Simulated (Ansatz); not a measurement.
# KCrF3 (P4/mmm): how robust is the cRPA U?

Aim: hold the target of a cRPA run on KCrF3 (P4/mmm) and move one thing at a time.

Calculated with Ansatz 0.2.0; constrained RPA on LDA, plane waves, PAW.

## (1) The structure

It takes space group P4/mmm (No. 123, tetragonal). Conventional cell: a = 4.094 Å, b = 4.094 Å, c = 4.601 Å, α = 90.00°, β = 90.00°, γ = 90.00°. K has 12 F at 2.89 to 3.08 Å nearest. Cr has 6 F at 2.05 to 2.30 Å nearest. Nearest to F lie 2 Cr at 2.30 Å and 4 K at 2.89 Å. Nearest to F lie 2 Cr at 2.05 Å and 4 K at 3.08 Å. Farther neighbours and most contacts between anions are not listed.

The cell and positions are those that the Materials Project relaxed with its own functionals (PBE, PBE+U or r2SCAN), kept fixed. The default PAW set here is soft_2. Its files were made with PBE.

## (2) Base: Cr d, bands v2 to c3, 4×4×4 mesh, medium accuracy

Constrained RPA screens the interaction with every transition except those inside the target bands, which a later many-body model would treat itself.

File input.yaml:

```yaml
crystal:
  lattice:
    - [-4.09361, 0.0, 0.0]
    - [0.0, -4.09361, 0.0]
    - [0.0, 0.0, 4.600637]
  atoms:
    - { symbol: K, position: [0.5, 0.5, 0.5] }
    - { symbol: Cr, position: [0.0, 0.0, 0.0] }
    - { symbol: F, position: [0.0, 0.0, 0.5] }
    - { symbol: F, position: [0.0, 0.5, 0.0] }
    - { symbol: F, position: [0.5, 0.0, 0.0] }
kpoints:
  mp_grid: { grid: [8, 8, 8] }
hamiltonian:
  xc: lda
scf:
  occupations: { method: gaussian, width: 0.08 }
  n_extra_bands: 19
  max_iter: 150
output:
  crpa:
    kmesh: [4, 4, 4]
    target_bands: [v2, c3]
    projections: [{ species: Cr, l: d, shell: 3 }]
  local_orbitals:
    kmesh: [8, 8, 8]
    orbitals: [{ species: Cr, l: d, shell: 3 }]
    window: { bands: [v2, c3] }
    seedname: lo
```

Started as:

```bash
ansatz run input.yaml --threads 4 --pin off --max-ram 9216MiB --backend cpu --events-out ev --progress --plain --runs-dir out
```

Numbers of over 12 decimals in the logs are rounded to 6 here.

What it wrote:

```text
scf.n_extra_bands = 19 over 22 filled bands (N_el = 44.0): the run solves 41 bands
Engine: ansatz 0.2.0, aarch64-unknown-linux-gnu
Pseudopotentials: kind: paw
Pseudopotential: K, paw, valence charge 9, recommended cutoff 420 eV (normal), K.paw.azcp
Pseudopotential: Cr, paw, valence charge 14, recommended cutoff 420 eV (normal), Cr.paw.azcp
Pseudopotential: F, paw, valence charge 7, recommended cutoff 420 eV (normal), F.paw.azcp
Functional definition: SPW92
  exchange = slater_x
  correlation = pw_c
Crystal: 5 atoms, lattice volume = 77.096 Å³
Basis set: ecut = 420 eV, 1511 PW (Γ)
Bands: 41, of which v1, the nominal top of the filled ones, is band 22 counted from 1 (21 counted from 0)
Symmetry: 16 space group operations
Space group: P4/mmm (ITA 123), of the structure as read, at distance tolerance 4.3e-5 Å
k-points: 75 of 512
Non-local potential: K, projectors of the file, l = 0: 3, l = 1: 2, l = 2: 2
Non-local potential: Cr, projectors of the file, l = 0: 3, l = 1: 2, l = 2: 3, l = 3: 1
Non-local potential: F, projectors of the file, l = 0: 2, l = 1: 2, l = 2: 1
PAW form: soft (Blöchl's): semilocal exchange-correlation on the pseudo side does not see the compensation charge
PAW frozen core: K, regenerated for the run's functional, and the local potential with it (the file was generated under x = pbe(κ = 0.804, μ = 0.219515), c = pbe(β = 0.066725))
PAW frozen core: Cr, regenerated for the run's functional, and the local potential with it (the file was generated under x = pbe(κ = 0.804, μ = 0.219515), c = pbe(β = 0.066725))
PAW frozen core: F, regenerated for the run's functional, and the local potential with it (the file was generated under x = pbe(κ = 0.804, μ = 0.219515), c = pbe(β = 0.066725))
PAW one-centre angular grid: K, 110 points (default); XC on 64 Gauss nodes
PAW one-centre angular grid: Cr, 590 points (default); XC on 64 Gauss nodes
PAW one-centre angular grid: F, 110 points (default); XC on 64 Gauss nodes
Initial density: superposition of atomic densities (neutral atoms: chi_scale 0, normalization atom), corrected by the library's trained network
Initial wavefunctions: pseudopotential atomic-orbital guess
Functional: x = slater, c = lda
SCF iter   1: F=—  HF=-7201.899497 eV  |F-HF|=—  |Δ(HF+E_count)|=         —  Δρ=2.24e-2  dr2=2.46e-1  ethr=1.77e-3  ⟨swp⟩=5.2  Hψ=12690  notcnv=0  defer=450
preconditioner: auto → LDOS  [metal: Δε(μ)=0.003 eV  Ē_g=18.388 eV  σ=0.080 eV  W_gap=0.02  n_scr=18 (ndim 8)  ℏωp=24.7 eV  f_vac=0.085  D(μ)=10.66/eV (n_scr^D=154)  β→1.0]
SCF iter   2: F=—  HF=-7201.855116 eV  |F-HF|=—  |Δ(HF+E_count)|=   4.44e-2  Δρ=1.48e-2  dr2=7.80e-2  ethr=5.59e-4  ⟨swp⟩=2.0  Hψ=5597  notcnv=0  defer=778
[...]
cRPA screening: q 2/64
cRPA screening: q 4/64 (q-point 3)
cRPA screening: q 5/64
cRPA screening: q 9/64 (q-point 6)
cRPA screening: q 17/64 (q-point 7)
cRPA screening: q 21/64 (q-point 9)
cRPA screening: q 23/64 (q-point 10)
cRPA screening: q 27/64 (q-point 11)
cRPA screening: q 29/64 (q-point 21)
cRPA screening: q 33/64 (q-point 22)
[...]
cRPA screening: q 57/64 (q-point 27)
cRPA screening: q 61/64 (q-point 41)
cRPA screening: q 62/64 (q-point 42)
cRPA screening: q 64/64 (q-point 43)
SCF converged after 10 iterations
Free energy (F): -7201.829659 eV
Harris-Foulkes:  -7201.829659 eV  (|F-HF|=3.12e-8)
Internal energy: -7201.794726 eV  (E = F + TS)
E sigma→0 (E₀):  -7201.812192 eV
Entropy (-TS):   -0.034933 eV (-6.987 meV/atom)
Fermi energy:    6.975970 eV
--- Per-component energies (eV) ---
  E_band       = -510.173584
  E_kinetic    = 1204.065393
  E_local      = -4399.416454  (includes V_loc(G=0)·N_el)
  E_nonlocal   = 329.235268
  E_hartree    = 1732.302479
  E_xc         = -500.341633
  E_vxc        = -637.368073  (∫ρ·V_xc dr)
  E_paw        = -2446.177984  (= ΣΔE_a)
  E_vpaw       = -471.295496  (= ΣTr[D̂ρ^β])
  E_aug_tail   = 0.006127  (compensation charges beyond the density's cutoff)
  E_ewald      = -3122.430302
  E_core_change = 0.962380  (= ΣΔE_core)
  E_smearing   = -0.034933  (= −TS)
  E_closure    = 0.000000  (closes the sum)
  Σ components = -7201.829659   (vs F -7201.829659, Δ=0.00e0)
--- Band table (eV; the first three rows and the last of 75) ---
  k-point 0: bands = [... 18 lower, 1.5182, 1.5182, 6.3297, 6.4074, 6.4074, 6.7664, 7.1187, 7.9505, ... 15 higher]
  k-point 1: bands = [... 18 lower, 1.4906, 1.4906, 6.3326, 6.4531, 6.4531, 6.9525, 7.1201, 8.0931, ... 15 higher]
  k-point 2: bands = [... 18 lower, 1.4246, 1.4246, 6.3395, 6.5630, 6.5630, 7.1231, 7.3211, 8.5644, ... 15 higher]
  k-point 74: bands = [... 18 lower, 1.6649, 1.6649, 7.2429, 7.2429, 7.3678, 8.3164, 9.1687, 11.4305, ... 15 higher]
--- cRPA (band scheme, projected local orbitals): target bands 21..25 (1-based), 5 Wannier function(s), 4×4×4 mesh, 50 bands' worth read of 55 solved, ecut_chi 136.0 eV, v(q+G=0) probe_charge, pair densities all_electron ---
  bands read: the sum over 50 bands ends inside a degenerate multiplet in 1 slot, whose members it reads at an even weight; the widest, k=42: bands 50 to 51 (counted from 1) at 1/2 each
  χ-basis size per q: N_G = 260..296
  window electrons = 4.0000, filled by tetrahedron_uncorrected; constrained ε̄⁻¹(q = 0, 0) head = 0.424865; min gauge Gram eig = 0.7611
  Kanamori averages over each shell's own Wannier functions (sites counted from 0, functions from 1):
    Site 1, 3D, 5 of 5 d orbitals (Wannier functions 1, 2, 3, 4, 5; wannier90's mr 1, 2, 3, 4, 5):
      screened: U = 7.0694 eV, U' = 6.0068 eV, J = 0.5286 eV
      screened d-shell averages: U_bar = F0 = 6.2193 eV, J_bar = 0.7411 eV
      screened, to within: U = 1.5e-2 eV, U' = 1.5e-2 eV, J = 7.5e-4 eV
      screened d-shell averages, to within: U_bar = 1.4e-2 eV, J_bar = 1.1e-3 eV
      bare: V = 19.1839 eV, V' = 17.8460 eV, J = 0.6492 eV
      bare d-shell averages: V_bar = F0 = 18.1136 eV, J_bar = 0.9168 eV
  Hermiticity witness max|P − P†| over intra, direct and exchange elements: 8.88e-15 eV (screened), 6.00e-23 eV (bare)
  Reality witness max|Im| over intra, direct and exchange elements: 4.63e-18 eV (screened), 1.27e-17 eV (bare)
```

Elapsed: 2.4 min, on 4 threads of Arm Neoverse V2, shared host; peak memory 0.62 GiB.

This step gave:

* U: 7.069 eV
* U prime (inter-orbital): 6.007 eV
* J: 0.5286 eV
* bare V: 19.18 eV
* bare J: 0.6492 eV
* stated bound on U: 0.01471 eV
* U over bare V: 0.3685
* electrons in the window: 4.000
* head of the constrained inverse dielectric matrix: 0.4249
* least eigenvalue of the projection's overlap: 0.7611
* target functions: 5
* bands in the sums: 50
* r.m.s. miss of the model bands: 7.10e-5 eV
* width of the target bands: 2.839 eV
* weight of the projected orbitals in the window: 0.8905

On the Cr d shell, screening brings the on-site interaction from 19.2 eV down to U = 7.07 eV.

## (3) Changed: 4×4×2 mesh

Changes to input.yaml since step 2:

```diff
@@ -21,9 +21,4 @@
   crpa:
-    kmesh: [4, 4, 4]
+    kmesh: [4, 4, 2]
     target_bands: [v2, c3]
     projections: [{ species: Cr, l: d, shell: 3 }]
-  local_orbitals:
-    kmesh: [8, 8, 8]
-    orbitals: [{ species: Cr, l: d, shell: 3 }]
-    window: { bands: [v2, c3] }
-    seedname: lo
```

What it wrote:

```text
[...]
Crystal: 5 atoms, lattice volume = 77.096 Å³
Basis set: ecut = 420 eV, 1511 PW (Γ)
Bands: 41, of which v1, the nominal top of the filled ones, is band 22 counted from 1 (21 counted from 0)
Symmetry: 16 space group operations
[...]
k-points: 75 of 512
[...]
SCF iter   1: F=—  HF=-7201.899497 eV  |F-HF|=—  |Δ(HF+E_count)|=         —  Δρ=2.24e-2  dr2=2.46e-1  ethr=1.77e-3  ⟨swp⟩=5.2  Hψ=12690  notcnv=0  defer=450
[...]
SCF iter  10: F=-7201.829659 eV  HF=-7201.829659 eV  |F-HF|=3.12e-8  |Δ(HF+E_count)|=   6.47e-8  Δρ=8.75e-6  dr2=4.26e-8  ethr=2.27e-10  ⟨swp⟩=8.1  Hψ=15076  notcnv=0
SCF 1 converged in 10 iterations: F = -7201.829659 eV  dr2 = 4.26e-8
[...]
NSCF: frozen V_eff on 12 k-points
[...]
cRPA screening: q 1/32
cRPA screening: q 2/32
cRPA screening: q 3/32
cRPA screening: q 7/32 (q-point 4)
cRPA screening: q 11/32 (q-point 5)
[...]
E sigma→0 (E₀):  -7201.812192 eV
Entropy (-TS):   -0.034933 eV (-6.987 meV/atom)
Fermi energy:    6.975970 eV
[...]
--- Band table (eV; the first three rows and the last of 75) ---
  k-point 0: bands = [... 18 lower, 1.5182, 1.5182, 6.3297, 6.4074, 6.4074, 6.7664, 7.1187, 7.9505, ... 15 higher]
  k-point 1: bands = [... 18 lower, 1.4906, 1.4906, 6.3326, 6.4531, 6.4531, 6.9525, 7.1201, 8.0931, ... 15 higher]
  k-point 2: bands = [... 18 lower, 1.4246, 1.4246, 6.3395, 6.5630, 6.5630, 7.1231, 7.3211, 8.5644, ... 15 higher]
  k-point 74: bands = [... 18 lower, 1.6649, 1.6649, 7.2429, 7.2429, 7.3678, 8.3164, 9.1687, 11.4305, ... 15 higher]
[...]
χ-basis size per q: N_G = 260..296
[...]
screened: U = 7.0977 eV, U' = 6.0330 eV, J = 0.5280 eV
      screened d-shell averages: U_bar = F0 = 6.2459 eV, J_bar = 0.7410 eV
      screened, to within: U = 1.5e-2 eV, U' = 1.5e-2 eV, J = 7.5e-4 eV
      screened d-shell averages, to within: U_bar = 1.4e-2 eV, J_bar = 1.1e-3 eV
      bare: V = 19.2038 eV, V' = 17.8662 eV, J = 0.6496 eV
      bare d-shell averages: V_bar = F0 = 18.1337 eV, J_bar = 0.9172 eV
[...]
[key lines of the parts left out:]
SCF converged after 10 iterations
Free energy (F): -7201.829659 eV
```

Wall time 76 s (4 threads); peak memory 0.57 GiB; 4.8 min of CPU time.

Numbers from this step:

```
U                                                 : 7.098 eV
U prime (inter-orbital)                           : 6.033 eV
J                                                 : 0.5280 eV
bare V                                            : 19.20 eV
bare J                                            : 0.6496 eV
stated bound on U                                 : 0.01440 eV
U over bare V                                     : 0.3696
electrons in the window                           : 4.000
head of the constrained inverse dielectric matrix : 0.4218
least eigenvalue of the projection's overlap      : 0.7611
target functions                                  : 5
bands in the sums                                 : 50
width of the target bands                         : 2.839 eV
weight of the projected orbitals in the window    : 0.8905
```

On the Cr d shell, screening brings the on-site interaction from 19.2 eV down to U = 7.10 eV.

## (4) Changed: 2×2×2 mesh

Changes to input.yaml since step 3:

```diff
@@ -21,3 +21,3 @@
   crpa:
-    kmesh: [4, 4, 2]
+    kmesh: [2, 2, 2]
     target_bands: [v2, c3]
```

What it wrote:

```text
[...]
Crystal: 5 atoms, lattice volume = 77.096 Å³
Basis set: ecut = 420 eV, 1511 PW (Γ)
Bands: 41, of which v1, the nominal top of the filled ones, is band 22 counted from 1 (21 counted from 0)
Symmetry: 16 space group operations
[...]
k-points: 75 of 512
[...]
χ-basis size per q: N_G = 260..296
[...]
screened: U = 7.1865 eV, U' = 6.1161 eV, J = 0.5277 eV
      screened d-shell averages: U_bar = F0 = 6.3302 eV, J_bar = 0.7418 eV
      screened, to within: U = 1.4e-2 eV, U' = 1.4e-2 eV, J = 7.6e-4 eV
      screened d-shell averages, to within: U_bar = 1.2e-2 eV, J_bar = 1.1e-3 eV
      bare: V = 19.3035 eV, V' = 17.9636 eV, J = 0.6504 eV
      bare d-shell averages: V_bar = F0 = 18.2316 eV, J_bar = 0.9184 eV
[...]
[key lines of the parts left out:]
SCF converged after 10 iterations
Free energy (F): -7201.829659 eV
Fermi energy:    6.975970 eV
```

Elapsed: 17 s, on 4 threads; peak memory 0.53 GiB; 64 s of CPU time.

This step gave:

```
U                                                 : 7.187 eV
U prime (inter-orbital)                           : 6.116 eV
J                                                 : 0.5277 eV
bare V                                            : 19.30 eV
bare J                                            : 0.6504 eV
stated bound on U                                 : 0.01306 eV
U over bare V                                     : 0.3723
electrons in the window                           : 4.000
head of the constrained inverse dielectric matrix : 0.4148
least eigenvalue of the projection's overlap      : 0.7658
target functions                                  : 5
bands in the sums                                 : 50
width of the target bands                         : 2.839 eV
weight of the projected orbitals in the window    : 0.8905
```

On the Cr d shell, screening brings the on-site interaction from 19.3 eV down to U = 7.19 eV.

## (5) Changed: sums over states

Changes to input.yaml since step 4:

```diff
@@ -21,4 +21,7 @@
   crpa:
-    kmesh: [2, 2, 2]
+    kmesh: [4, 4, 4]
     target_bands: [v2, c3]
     projections: [{ species: Cr, l: d, shell: 3 }]
+    accuracy: sum_over_states
+    n_empty_bands: 44
+    ecut_chi: 250
```

What it wrote:

```text
[...]
Crystal: 5 atoms, lattice volume = 77.096 Å³
Basis set: ecut = 420 eV, 1511 PW (Γ)
Bands: 41, of which v1, the nominal top of the filled ones, is band 22 counted from 1 (21 counted from 0)
Symmetry: 16 space group operations
[...]
k-points: 75 of 512
[...]
χ-basis size per q: N_G = 670..712
[...]
U and J over all bands: no bound (output.crpa.accuracy: sum_over_states); those below are of the sums over the bands read on the sphere of ecut_chi, with what the atoms add
[...]
screened: U = 7.2871 eV, U' = 6.1432 eV, J = 0.5636 eV
      screened d-shell averages: U_bar = F0 = 6.3720 eV, J_bar = 0.7923 eV
      bare: V = 19.1839 eV, V' = 17.8460 eV, J = 0.6492 eV
      bare d-shell averages: V_bar = F0 = 18.1136 eV, J_bar = 0.9168 eV
[...]
[key lines of the parts left out:]
SCF converged after 10 iterations
Free energy (F): -7201.829659 eV
Fermi energy:    6.975970 eV
```

The job ended after 27 s (4 threads; peak memory 0.57 GiB).

This variant gives U = 7.29 eV against 7.07 eV. It is a finite sum over empty states with no bound on its error and stays out of the table below.

## (6) Changed: sums over states on smooth products

Changes to input.yaml since step 5:

```diff
@@ -25,3 +25,4 @@
     accuracy: sum_over_states
+    pair_densities: pseudo
     n_empty_bands: 44
-    ecut_chi: 250
+    ecut_chi: 136
```

What it wrote:

```text
[...]
Crystal: 5 atoms, lattice volume = 77.096 Å³
Basis set: ecut = 420 eV, 1511 PW (Γ)
Bands: 41, of which v1, the nominal top of the filled ones, is band 22 counted from 1 (21 counted from 0)
Symmetry: 16 space group operations
[...]
k-points: 75 of 512
[...]
k-point 74: bands = [... 18 lower, 1.6649, 1.6649, 7.2429, 7.2429, 7.3678, 8.3164, 9.1687, 11.4305, ... 15 higher]
[...]
χ-basis size per q: N_G = 260..296
[...]
screened: U = 7.4284 eV, U' = 6.1667 eV, J = 0.6196 eV
      screened d-shell averages: U_bar = F0 = 6.4190 eV, J_bar = 0.8720 eV
      bare: V = 19.1839 eV, V' = 17.8460 eV, J = 0.6492 eV
      bare d-shell averages: V_bar = F0 = 18.1136 eV, J_bar = 0.9168 eV
[...]
[key lines of the parts left out:]
SCF converged after 10 iterations
Free energy (F): -7201.829659 eV
Fermi energy:    6.975970 eV
```

It took 14 s on 4 threads; peak memory 0.49 GiB.

This variant gives U = 7.43 eV against 7.07 eV. It is a finite sum over empty states with no bound on its error and stays out of the table below.

## (7) Changed: one k-point

Changes to input.yaml since step 6:

```diff
@@ -21,8 +21,4 @@
   crpa:
-    kmesh: [4, 4, 4]
+    kmesh: [1, 1, 1]
     target_bands: [v2, c3]
     projections: [{ species: Cr, l: d, shell: 3 }]
-    accuracy: sum_over_states
-    pair_densities: pseudo
-    n_empty_bands: 44
-    ecut_chi: 136
```

What it wrote:

```text
[...]
Crystal: 5 atoms, lattice volume = 77.096 Å³
Basis set: ecut = 420 eV, 1511 PW (Γ)
Bands: 41, of which v1, the nominal top of the filled ones, is band 22 counted from 1 (21 counted from 0)
Symmetry: 16 space group operations
[...]
k-points: 75 of 512
[...]
χ-basis size per q: N_G = 277..277
[...]
screened: U = 7.3650 eV, U' = 6.2350 eV, J = 0.5338 eV
      screened d-shell averages: U_bar = F0 = 6.4610 eV, J_bar = 0.7598 eV
      screened, to within: U = 1.4e-2 eV, U' = 1.4e-2 eV, J = 9.5e-4 eV
      screened d-shell averages, to within: U_bar = 1.3e-2 eV, J_bar = 1.4e-3 eV
      bare: V = 20.0918 eV, V' = 18.6817 eV, J = 0.6581 eV
      bare d-shell averages: V_bar = F0 = 18.9637 eV, J_bar = 0.9401 eV
[...]
[key lines of the parts left out:]
SCF converged after 10 iterations
Free energy (F): -7201.829659 eV
Fermi energy:    6.975970 eV
```

It took 5 s on 4 threads; peak memory 0.52 GiB.

The run ended normally, though the input holds a fault or crude settings.

The fault put into this input: one k-point. It printed U = 7.36 eV, which is no property of the model meant.

(Continued in part 2 of 2.)

[Paths, hosts, dates, memory and timing lines, banners, echoed tables and standing remarks are left out of the program output.]

[Logs are printed without paths, hosts, clocks, repeated set-up lines and the standing remarks that a program may print on its own settings, such as how far it seeks lower states.]

[Runs of the session that timed out or met a known fault of the program may be left out.]

[Hosts, paths, dates, database ids (printed as entryN), source tags and the programs' standing remarks are cut or masked in the printed files.]
